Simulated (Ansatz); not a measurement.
Consider ReCl2 (1T sheet).

The cell holds 3 atoms: 1 Re and 2 Cl. Its edges and angles: a = 3.595 Å, b = 3.595 Å, c = 30.112 Å, α = 90.0°, β = 90.0°, γ = 120.0°. Vacuum lies along c.

```
Re Cl
1.0
     2.54202   -2.54202    0.00000
    -2.54202    0.00000   -2.54202
    17.38504   17.38504  -17.38504
Re Cl
1 2
Direct
  0.00000 0.00000 0.31808
  0.33333 0.66667 0.35636
  0.66667 0.33333 0.27980
```

The structure was relaxed with LDA. The structure was generated from a model, not taken from a measurement. The runs that relaxed it are not among those shown. The program's search for lower electronic states was switched off, so nothing shows that the state found is the lowest. Spin-orbit coupling is left out unless a run names it. PAW set soft_2, made with PBE.

A constrained-RPA run (Ansatz 0.2.0; non-magnetic LDA; Re d, bands v3 to c2, 6×6×1 mesh, medium accuracy) builds 5 functions on bands 4.3 eV wide, with 5.0 electrons in the window. The bare on-site interaction is 10.4 eV and the bare J 0.35 eV.

**Question.** Estimate U, U′ and J.

On the Re d shell, U = 3.79 eV (36 % of the bare value), U′ = 3.22 eV, J = 0.25 eV.

The parent state is non-magnetic and the interaction static (zero frequency); U depends on the window and the orbitals, so it belongs to this model alone. Spin-orbit coupling, which is strong for atoms this heavy, is left out.

[Paths, hosts, dates, memory and timing lines, banners, echoed tables and standing remarks are left out of the program output.]

[Logs are printed without paths, hosts, clocks, repeated set-up lines and the standing remarks that a program may print on its own settings, such as how far it seeks lower states.]

[Runs of the session that timed out or met a known fault of the program may be left out.]

[Hosts, paths, dates, database ids (printed as entryN), source tags and the programs' standing remarks are cut or masked in the printed files.]
